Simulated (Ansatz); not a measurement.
**What Hf (model cell, started as body-centred cubic) distorts into**

Which phase does Hf (model cell, started as body-centred cubic) fall into along its unstable mode, and how much energy does it gain?

Program: Ansatz 0.2.0. Level of theory: DFT LDA, scalar-relativistic, plane waves, PAW; PAW set soft_1. Results are calculated unless marked as measured.

This is not the structure that Hf takes at ambient pressure and room temperature (hexagonal, No. 194); it is a model or a phase of other conditions.

### 1. The starting structure

The structure is cubic, space group Im-3m (No. 229). Conventional cell: a = 3.442 Å, b = 3.442 Å, c = 3.442 Å, α = 90.00°, β = 90.00°, γ = 90.00°. Nearest to Hf lie 8 Hf at 2.98 Å.

As a file:

```cif
data_structure
_symmetry_space_group_name_H-M 'Im-3m'
_symmetry_Int_Tables_number 229
_cell_length_a 3.4419
_cell_length_b 3.4419
_cell_length_c 3.4419
_cell_angle_alpha 90.000
_cell_angle_beta 90.000
_cell_angle_gamma 90.000
_cell_volume 40.78
loop_
_atom_site_label
_atom_site_type_symbol
_atom_site_symmetry_multiplicity
_atom_site_Wyckoff_symbol
_atom_site_fract_x
_atom_site_fract_y
_atom_site_fract_z
_atom_site_occupancy
Hf1 Hf 2 a 0.00000 0.00000 0.00000 1
```

### 2. The dispersion

The cell comes from relaxations at this level that are not shown. Stability and thermal properties need the whole zone. Linear response on a 4×4×4 q mesh gives force constants as far as a supercell of that size would.

Contents of input.yaml:

```yaml
crystal:
  lattice:
    - [-1.7209589871, 1.7209589871, 1.7209589871]
    - [1.7209589871, -1.7209589871, 1.7209589871]
    - [1.7209589871, 1.7209589871, -1.7209589871]
  atoms:
    - { symbol: Hf, position: [0.0, 0.0, 0.0] }
kpoints:
  mp_grid: { grid: [16, 16, 16] }
hamiltonian:
  xc: lda
  pseudopotentials: { kind: paw, azcp: { folder: soft_1 }, xc_functional: pbe }
scf:
  occupations: { method: methfessel_paxton, width: 0.2 }
output:
  eigenvalues: true
phonons:
  method: dfpt
  qmesh: [4, 4, 4]
  temperatures: { t_max: 1000, t_step: 50 }
  qpath:
    path:
      - [[0.0, 0.0, 0.0], [0.5, -0.5, 0.5], [0.0, 0.0, 0.5], [0.0, 0.0, 0.0], [0.25, 0.25, 0.25], [0.5, -0.5, 0.5]]
      - [[0.25, 0.25, 0.25], [0.0, 0.0, 0.5]]
    npoints: 10
```

On the command line:

```console
ansatz run input.yaml --threads 4 --pin off --max-ram 16384MiB --backend cpu --events-out ev --progress --plain --runs-dir out
```

Numbers of over 12 decimals in the logs are rounded to 6 here.

The log of the run:

```text
Engine: ansatz 0.2.0, x86_64-unknown-linux-gnu
Pseudopotentials: kind: paw
Pseudopotential: Hf, paw, valence charge 26, recommended cutoff 420 eV (normal), soft_1/Hf.paw.azcp
Functional definition: SPW92
  exchange = slater_x
  correlation = pw_c
Crystal: 1 atoms, lattice volume = 20.388 Å³
Basis set: ecut = 420 eV, 381 PW (Γ), exchange–correlation on 40×40×40 points (8 copies of the dense FFT grid, shifted against one another)
Bands: 17, of which v1, the nominal top of the filled ones, is band 13 counted from 1 (12 counted from 0)
Symmetry: 48 space group operations
k-points: 145 of 4096
Non-local potential: Hf, projectors of the file, l = 0: 3, l = 1: 2, l = 2: 2, l = 3: 3
PAW form: soft (Blöchl's): semilocal exchange-correlation on the pseudo side does not see the compensation charge
PAW frozen core: Hf, regenerated for the run's functional, and the local potential with it (the file was generated under x = pbe(κ = 0.804, μ = 0.219515), c = pbe(β = 0.066725))
PAW one-centre angular grid: Hf, 590 points (default); XC on 64 Gauss nodes
Initial density: superposition of atomic densities (chi_scale 0.1, normalization cell)
Initial wavefunctions: pseudopotential atomic-orbital guess
Functional: x = slater, c = lda
SCF iter   1: F=—  HF=-15477.433066 eV  |F-HF|=—  |Δ(HF+E_count)|=         —  Δρ=2.84e-2  dr2=2.04e-1  ethr=3.10e-3  ⟨swp⟩=5.4  Hψ=11449  notcnv=0
preconditioner: auto → Kerker (q_TF=auto, 2.841 Å⁻¹)  [metal: Δε(μ)=0.018 eV  Ē_g=18.051 eV  σ=0.200 eV  W_gap=0.07  n_scr=12 (ndim 8)  ℏωp=40.3 eV  f_vac=0.000  D(μ)=1.48/eV (n_scr^D=12)]
SCF iter   2: F=—  HF=-15477.380147 eV  |F-HF|=—  |Δ(HF+E_count)|=   5.29e-2  S|Δr|=    0.00e0  Δρ=1.64e-2  dr2=7.11e-2  ethr=7.85e-4  ⟨swp⟩=2.5  Hψ=4850  notcnv=0
SCF iter   3: F=—  HF=-15477.359395 eV  |F-HF|=—  |Δ(HF+E_count)|=   2.08e-2  S|Δr|=    0.00e0  Δρ=7.29e-3  dr2=1.33e-2  ethr=2.73e-4  ⟨swp⟩=2.0  Hψ=3993  notcnv=0  defer=7
SCF iter   4: F=—  HF=-15477.347693 eV  |F-HF|=—  |Δ(HF+E_count)|=   1.17e-2  S|Δr|=    0.00e0  Δρ=2.93e-3  dr2=8.07e-4  ethr=5.12e-5  ⟨swp⟩=2.1  Hψ=4401  notcnv=0  defer=9
SCF iter   5: F=—  HF=-15477.348276 eV  |F-HF|=—  |Δ(HF+E_count)|=   5.83e-4  S|Δr|=    0.00e0  Δρ=5.37e-4  dr2=6.43e-5  ethr=3.10e-6  ⟨swp⟩=2.7  Hψ=4088  notcnv=0  defer=9
SCF iter   6: F=—  HF=-15477.348329 eV  |F-HF|=—  |Δ(HF+E_count)|=   5.30e-5  S|Δr|=    0.00e0  Δρ=9.66e-5  dr2=9.64e-7  ethr=2.47e-7  ⟨swp⟩=2.4  Hψ=4471  notcnv=0  defer=9
SCF iter   7: F=—  HF=-15477.348328 eV  |F-HF|=—  |Δ(HF+E_count)|=   1.73e-6  S|Δr|=    0.00e0  Δρ=1.83e-5  dr2=4.18e-8  ethr=3.71e-9  ⟨swp⟩=3.3  Hψ=5010  notcnv=0  defer=9
SCF iter   8: F=—  HF=-15477.348328 eV  |F-HF|=—  |Δ(HF+E_count)|=   1.35e-8  S|Δr|=    0.00e0  Δρ=2.90e-6  dr2=1.12e-9  ethr=1.61e-10  ⟨swp⟩=2.6  Hψ=4306  notcnv=0  defer=9
SCF iter   9: F=—  HF=-15477.348328 eV  |F-HF|=—  |Δ(HF+E_count)|=  1.31e-10  S|Δr|=    0.00e0  Δρ=4.37e-7  dr2=1.99e-11  ethr=4.33e-12  ⟨swp⟩=2.6  Hψ=4387  notcnv=0  defer=9
SCF iter  10: F=-15477.348328 eV  HF=-15477.348328 eV  |F-HF|=7.28e-12  |Δ(HF+E_count)|=  1.09e-11  S|Δr|=    0.00e0  Δρ=3.23e-8  dr2=9.13e-14  ethr=1.00e-12  ⟨swp⟩=8.4  Hψ=15013  notcnv=0
SCF 1 converged in 10 iterations: F = -15477.348328 eV  dr2 = 9.13e-14
  greatest PAW one-centre occupation: 0.998 electrons in one spin orbital (limit 2), on the Hf atom at site 0 (counted from 0), in its partial waves of l = 3
NSCF: frozen V_eff on 145 k-points
NSCF: frozen V_eff on 349 k-points
DFPT response loops at q = (0, 0, 0) (fractional): preconditioner auto → Kerker (q_TF=auto, 2.841 Å⁻¹) (partly filled bands, converged f_vac=0.000); β = 1.00, the filter's whole step (`scf.mixing.beta` (0.50) is not read by the response loops under this deck's `scf.mixing.preconditioner`; to damp them name `kerker` or `kerker_dos`, under which they read `scf.mixing.beta`, and type it under 1.00, their step now; both keys bind the ground state too); Broyden in place of MSR1
NSCF: frozen V_eff on 4352 k-points
DFPT response loops at q = (0, 0, 0.25) (fractional): mixed as the last ones told, above
NSCF: frozen V_eff on 2196 k-points
DFPT response loops at q = (0, 0, -0.5) (fractional): mixed as the last ones told, above
NSCF: frozen V_eff on 8192 k-points
DFPT response loops at q = (0, 0.25, 0.25) (fractional): mixed as the last ones told, above
NSCF: frozen V_eff on 1178 k-points
DFPT response loops at q = (0.25, 0.25, 0.25) (fractional): mixed as the last ones told, above
NSCF: frozen V_eff on 2320 k-points
DFPT response loops at q = (0.25, 0.25, -0.25) (fractional): mixed as the last ones told, above
NSCF: frozen V_eff on 4352 k-points
DFPT response loops at q = (0.25, -0.5, -0.5) (fractional): mixed as the last ones told, above
NSCF: frozen V_eff on 698 k-points
DFPT response loops at q = (-0.5, -0.5, -0.5) (fractional): mixed as the last ones told, above
SCF converged after 10 iterations
Stability not checked: this state was not tested for a lower state beside it, because cold or Methfessel-Paxton smearing, or corrected tetrahedra, fill the levels in a way that the test cannot read (fill_not_monotonic; see scf.lower_state_search)
Free energy (F): -15477.348328 eV
Harris-Foulkes:  -15477.348328 eV  (|F-HF|=7.28e-12)
Internal energy: -15477.349396 eV  (E = F + TS)
E sigma→0 (E₀):  -15477.348595 eV
Entropy (-TS):   0.001069 eV (1.069 meV/atom)
Fermi energy:    19.397408 eV
--- Per-component energies (eV) ---
  E_band       = 37.010495
  E_kinetic    = 413.887570
  E_local      = -6073.080913  (includes V_loc(G=0)·N_el)
  E_nonlocal   = 70.898861
  E_hartree    = 2973.790743
  E_xc         = -265.791769
  E_vxc        = -256.763062  (∫ρ·V_xc dr)
  E_paw        = -7453.414905  (= ΣΔE_a)
  E_vpaw       = -65.513557  (= ΣTr[D̂ρ^β])
  E_aug_tail   = 0.000116  (compensation charges beyond the density's cutoff)
  E_ewald      = -5146.096187
  E_core_change = 2.457088  (= ΣΔE_core)
  E_smearing   = 0.001069  (= −TS)
  E_closure    = 0.000000  (closes the sum)
  Σ components = -15477.348328   (vs F -15477.348328, Δ=0.00e0)
--- Band table (eV; the first three rows and the last of 145) ---
  k-point 0: bands = [... 9 lower, 8.1890, 8.2306, 12.1038, 20.8955, 20.8955, 20.8955, 23.9650, 23.9650]
  k-point 1: bands = [... 9 lower, 8.1881, 8.2270, 12.2665, 20.7823, 20.8568, 21.0579, 23.7755, 23.9635]
  k-point 2: bands = [... 9 lower, 8.1856, 8.2184, 12.7341, 20.4786, 20.6877, 21.5387, 23.4317, 23.9724]
  k-point 144: bands = [... 9 lower, 8.2015, 8.2015, 16.4027, 16.4027, 26.8061, 26.8061, 26.8061, 27.4646]
--- Phonons (Γ-DFPT): 1 representative perturbation + reference (Σ response iterations 3) ---
  ASR residual: 3.783e-6 → 0.000e0 eV/Å²; symmetrization residual: 3.032e-11 eV/Å²
  ASR residual per site (eV/Å²): 3.78e-6
  Γ frequencies (cm⁻¹): 0.00 0.00 0.00
--- Phonons (arbitrary-q DFPT): 8 irreducible q on the 4×4×4 mesh ---
  q = [0.0000, 0.0000, 0.0000] (star 1, of the zone-centre solve; hermiticity 3.83e-7, symmetrization 8.01e-6): -0.00 -0.00 -0.00
  q = [0.0000, 0.0000, 0.2500] (star 12, 2 solved perturbations in 3336 linear systems a pass and spin channel, the states on 2176 of 4096 k-point pairs; hermiticity 5.88e-9, symmetrization 5.59e-9): -42.43 54.65 96.22
  q = [0.0000, 0.0000, -0.5000] (star 6, 2 solved perturbations in 1719 linear systems a pass and spin channel, the states on 1098 of 4096 k-point pairs; hermiticity 5.41e-8, symmetrization 1.27e-8): -83.00 86.39 93.13
  q = [0.0000, 0.2500, 0.2500] (star 24, 2 solved perturbations in 6272 linear systems a pass and spin channel, the states on 4096 of 4096 k-point pairs; hermiticity 7.47e-7, symmetrization 1.96e-12): -51.80 59.21 111.94
  q = [0.2500, 0.2500, 0.2500] (star 2, 1 solved perturbation on 589 of 4096 k-point pairs; hermiticity 2.72e-7, symmetrization 1.36e-7): -9.47 -9.47 -9.47
  q = [0.2500, 0.2500, -0.2500] (star 6, 2 solved perturbations in 1808 linear systems a pass and spin channel, the states on 1160 of 4096 k-point pairs; hermiticity 9.66e-8, symmetrization 4.97e-8): 74.42 90.01 90.01
  q = [0.2500, -0.5000, -0.5000] (star 12, 2 solved perturbations in 3336 linear systems a pass and spin channel, the states on 2176 of 4096 k-point pairs; hermiticity 2.90e-8, symmetrization 2.50e-8): 97.38 117.37 120.53
  q = [-0.5000, -0.5000, -0.5000] (star 1, 1 solved perturbation on 349 of 4096 k-point pairs; hermiticity 2.72e-8, symmetrization 1.36e-8): 140.32 140.32 140.32
  sum rule: each row above includes the acoustic sum rule's correction from the zone centre's row sums; it moved no ω² by more than (0.08 cm⁻¹)²
  mesh force constants: q→R imaginary residual 0.00e0; ASR residual 3.783e-6 → 0.000e0 eV/Å²; symmetrization residual 2.220e-15 eV/Å²
  interpolated dispersion: 62 rows × 3 modes
  density of states and harmonic sums: on the 28×28×28 q-mesh, interpolated from the force constants of a 4×4×4 supercell (no non-analytic term)
  largest difference from the sums on the solved wave vectors: F 4.93e-2 eV, S 6.19e-5 and C_V 1.28e-5 eV/K
  zero-point energy: 0.012657 eV/cell   skipped modes (ω ≤ 0): 399, of them read as no rigid motion or as one in doubt: 396 (6.500e-1 modes/cell left out, lowest -83.13 cm⁻¹)   left out of the sums: 2.17e-1 of the cell's modes: C_V's classical limit lies that fraction below 3 k_B per atom; for a crystal, a wire or a layer, F and S can be off by more, and a phonons.interpolated_qmesh denser along its periods is the remedy for the sampling
```

It took 2.8 min on 4 threads of Intel Xeon Platinum 8259CL at 2.50GHz (Skylake/Cascade Lake), shared host; peak memory 3.8 GiB.

Numbers from this step:

| Quantity | Value |
| --- | --- |
| volume per atom | 20.39 Å³ |
| gap on the k-mesh | 0 eV |
| sum-rule residual before enforcement | 3.78e-6 eV/Å² |
| lowest frequency on the path | -83.18 cm⁻¹ |
| highest frequency on the path or at a solved wavevector | 140.3 cm⁻¹ |
| lowest mode on the q mesh (acoustic modes at Γ apart) | -83 cm⁻¹ |

Frequencies (cm⁻¹) solved at each irreducible wavevector; negative means imaginary. Frequencies by wavevector, by row:

```
q in reciprocal lattice units  star  mode 1  mode 2  mode 3
                        0 0 0     1       0       0       0
                     0 0 0.25    12   -42.4    54.6    96.2
                     0 0 -0.5     6     -83    86.4    93.1
                  0 0.25 0.25    24   -51.8    59.2   111.9
               0.25 0.25 0.25     2    -9.5    -9.5    -9.5
              0.25 0.25 -0.25     6    74.4      90      90
               0.25 -0.5 -0.5    12    97.4   117.4   120.5
               -0.5 -0.5 -0.5     1   140.3   140.3   140.3
```

Interpolated from a 4×4×4 q mesh. Phonon branches along the path, in cm⁻¹:

```csv
point,branch 1,branch 2,branch 3
Γ,0,0,0
halfway,74,90,90
H,140,140,140
halfway,97,117,120
N,-83,86,93
halfway,-42,55,96
Γ,0,0,0
halfway,-40,-40,120
P,-10,-10,-10
halfway,76,110,110
H,140,140,140
jump to P,-10,-10,-10
halfway,-80,68,89
N,-83,86,93
```

The phonon branches as a text plot (rows in cm⁻¹):

```
    136 |         ******                                ***
    126 |        **    **                   *          *
    117 |               ***                * *        **
    108 |       **        *               *          *
     98 |                * ** ****            *     * *
     89 |     ***          ****   *      *                    ***
     80 |                      *                   * *       ***
     70 |    ***          *     *  *           *  *         *
     61 |   *                           *                    *
     52 |  **                    *  *
     43 |                         *              *         **
     33 | **                       *   *            *
     24 |                           **
     15 | *                          *                     *
      5 |                              **
     -4 |*                           **
    -13 |                           *    *      *
    -23 |                          *      *
    -32 |                         *
    -41 |                        *         *   *           *
    -51 |                                   ***    *
    -60 |                  *                     **
    -69 |                       *                           *
    -79 |                   ****                             ****
         Γ           H       N        Γ         P        H|P    N
```

Symmetry leaves 8 wavevectors to solve. The lowest mode among them, the acoustic zeros apart, lies at q = (0, 0, -0.5) and is imaginary, 83.0i cm⁻¹, so the energy falls along it.

### 3. The mode frozen in, largest atomic shift 0 Å

The mode followed lies at q = (0, 0.25, 0.25) with frequency 51.8i cm⁻¹, one of the unstable modes though not the softest. At small amplitude the distorted cell has space group no. 11 by a symmetry search on the positions. The undistorted cell that holds it gives the zero of energy on the same k mesh.

System of this step: Hf (model cell, started as body-centred cubic). The structure is cubic, space group Im-3m (No. 229). Conventional cell: a = 3.442 Å, b = 3.442 Å, c = 3.442 Å, α = 90.00°, β = 90.00°, γ = 90.00°. Nearest to Hf lie 8 Hf at 2.98 Å.

input.yaml, the sections that differ from step 2:

```yaml
crystal:
  lattice:
    - [-1.7209589871, 1.7209589871, 1.7209589871]
    - [0.0, -3.4419179742, 3.4419179742]
    - [5.1628769613, 1.7209589871, 1.7209589871]
  atoms:
    - { symbol: Hf, position: [0.0, 0.0, 0.0] }
    - { symbol: Hf, position: [0.75, 0.5, 0.25] }
    - { symbol: Hf, position: [0.5, 0.0, 0.5] }
    - { symbol: Hf, position: [0.25, 0.5, 0.75] }
kpoints:
  mp_grid: { grid: [14, 10, 8] }
output:
  forces: true
  stress: true
  eigenvalues: true
# hamiltonian, scf: as in step 2
# phonons: removed
```

The log of the run:

```text
[...]
Crystal: 4 atoms, lattice volume = 81.551 Å³
Basis set: ecut = 420 eV, 1565 PW (Γ)
Bands: 63, of which v1, the nominal top of the filled ones, is band 52 counted from 1 (51 counted from 0)
Symmetry: 16 space group operations
[...]
k-points: 348 of 1120
[...]
k-point 0: bands = [... 48 lower, 18.6175, 18.6175, 18.6682, 19.4016, 19.4016, 20.8953, 20.8955, 20.8957, ... 7 higher]
  k-point 1: bands = [... 48 lower, 18.5978, 18.6888, 18.7896, 19.3511, 19.3955, 20.8114, 20.8247, 20.8484, ... 7 higher]
  k-point 2: bands = [... 48 lower, 18.7289, 18.7311, 19.1001, 19.1157, 19.4742, 20.3945, 20.6201, 20.6908, ... 7 higher]
  k-point 347: bands = [... 48 lower, 18.1167, 18.1167, 18.6683, 18.6683, 20.9812, 20.9812, 21.1521, 21.1521, ... 7 higher]
[key lines of the parts left out:]
SCF converged after 8 iterations
Free energy (F): -61909.388726 eV
Fermi energy:    19.385271 eV
P = ⅓ Tr σ = 0.0165 GPa (0.165 kbar)
```

Elapsed: 31 s, on 4 threads; peak memory 1.4 GiB.

This step gave:

```yaml
pressure: 0.01648 GPa
energy_from_the_undistorted_cell: 0 meV/atom
```

The run ends at a pressure of 0.02 GPa.

### 4. The mode frozen in, largest atomic shift 0.22 Å

The atoms are moved along the unstable eigenvector, the largest shift by 0.22 Å, with the cell fixed.

input.yaml, the sections that differ from step 3:

```yaml
crystal:
  lattice:
    - [-1.7209589871, 1.7209589871, 1.7209589871]
    - [0.0, -3.4419179742, 3.4419179742]
    - [5.1628769613, 1.7209589871, 1.7209589871]
  atoms:
    - { symbol: Hf, position: [0.0663017894, 0.0, -0.0119468254] }
    - { symbol: Hf, position: [0.6836982106, 0.5, 0.2619468254] }
    - { symbol: Hf, position: [0.4336982106, 0.0, 0.5119468254] }
    - { symbol: Hf, position: [0.3163017894, 0.5, 0.7380531746] }
# kpoints, hamiltonian, scf, output: as in step 3
```

The log of the run:

```text
[...]
Crystal: 4 atoms, lattice volume = 81.551 Å³
Basis set: ecut = 420 eV, 1565 PW (Γ)
Bands: 63, of which v1, the nominal top of the filled ones, is band 52 counted from 1 (51 counted from 0)
Symmetry: 4 space group operations
[...]
k-points: 348 of 1120
[...]
k-point 0: bands = [... 48 lower, 18.5965, 18.5974, 18.9162, 19.1979, 19.6067, 20.6084, 20.9834, 21.1932, ... 7 higher]
  k-point 1: bands = [... 48 lower, 18.5875, 18.7577, 18.9505, 19.2364, 19.5185, 20.5310, 20.8159, 21.1099, ... 7 higher]
  k-point 2: bands = [... 48 lower, 18.7277, 18.9900, 19.0584, 19.1462, 19.4414, 20.3587, 20.4055, 20.8708, ... 7 higher]
  k-point 347: bands = [... 48 lower, 17.9498, 17.9498, 18.8453, 18.8453, 20.2622, 20.2622, 21.2591, 21.2591, ... 7 higher]
[key lines of the parts left out:]
SCF converged after 10 iterations
Free energy (F): -61909.472902 eV
Fermi energy:    19.431350 eV
P = ⅓ Tr σ = 1.4814 GPa (14.814 kbar)
```

The job ended after 35 s (4 threads; peak memory 1.4 GiB; 2.3 min of CPU time).

Numbers from this step:

```
pressure                         : 1.481 GPa
energy from the undistorted cell : -20.91 meV/atom
```

The energy, extrapolated to zero smearing, is -20.91 meV/atom against the undistorted cell.

The run ends at a pressure of 1.48 GPa, with forces up to 0.45 eV/Å.

### 5. Energy along the mode, all amplitudes (two of the runs are shown above)

An imaginary frequency means negative curvature, so the energy should fall and then rise again as anharmonic terms take over.

Numbers from this step:

- depth at the lowest point sampled: 20.91 meV/atom
- largest atomic shift at that point: 0.22 Å

Energy from the parent against largest atomic shift:

```
largest atomic shift (Å)  energy from the parent (meV/atom)
                   0.000                                  0
                   0.040                              -1.27
                   0.080                              -4.81
                   0.140                              -13.0
                   0.220                              -20.9
                   0.320                               1.72
                   0.450                               98.5
```

Displacement at unit largest shift by atom:

```
atom   x (Å)   y (Å)   z (Å)   size
 Hf1  -0.799   0.425   0.425  1.000
 Hf2   0.799  -0.425  -0.425  1.000
 Hf3   0.799  -0.425  -0.425  1.000
 Hf4  -0.799   0.425   0.425  1.000
```

The lowest of the steps tried is at 0.22 Å, 20.9 meV/atom below the parent; the bottom of the well need not coincide with a step.

[end of part 1 of 2]

[Logs are printed without paths, hosts, clocks, repeated set-up lines and the standing remarks that a program may print on its own settings, such as how far it seeks lower states.]

[Hosts, paths, dates, database ids (printed as entryN), source tags and the programs' standing remarks are cut or masked in the printed files.]
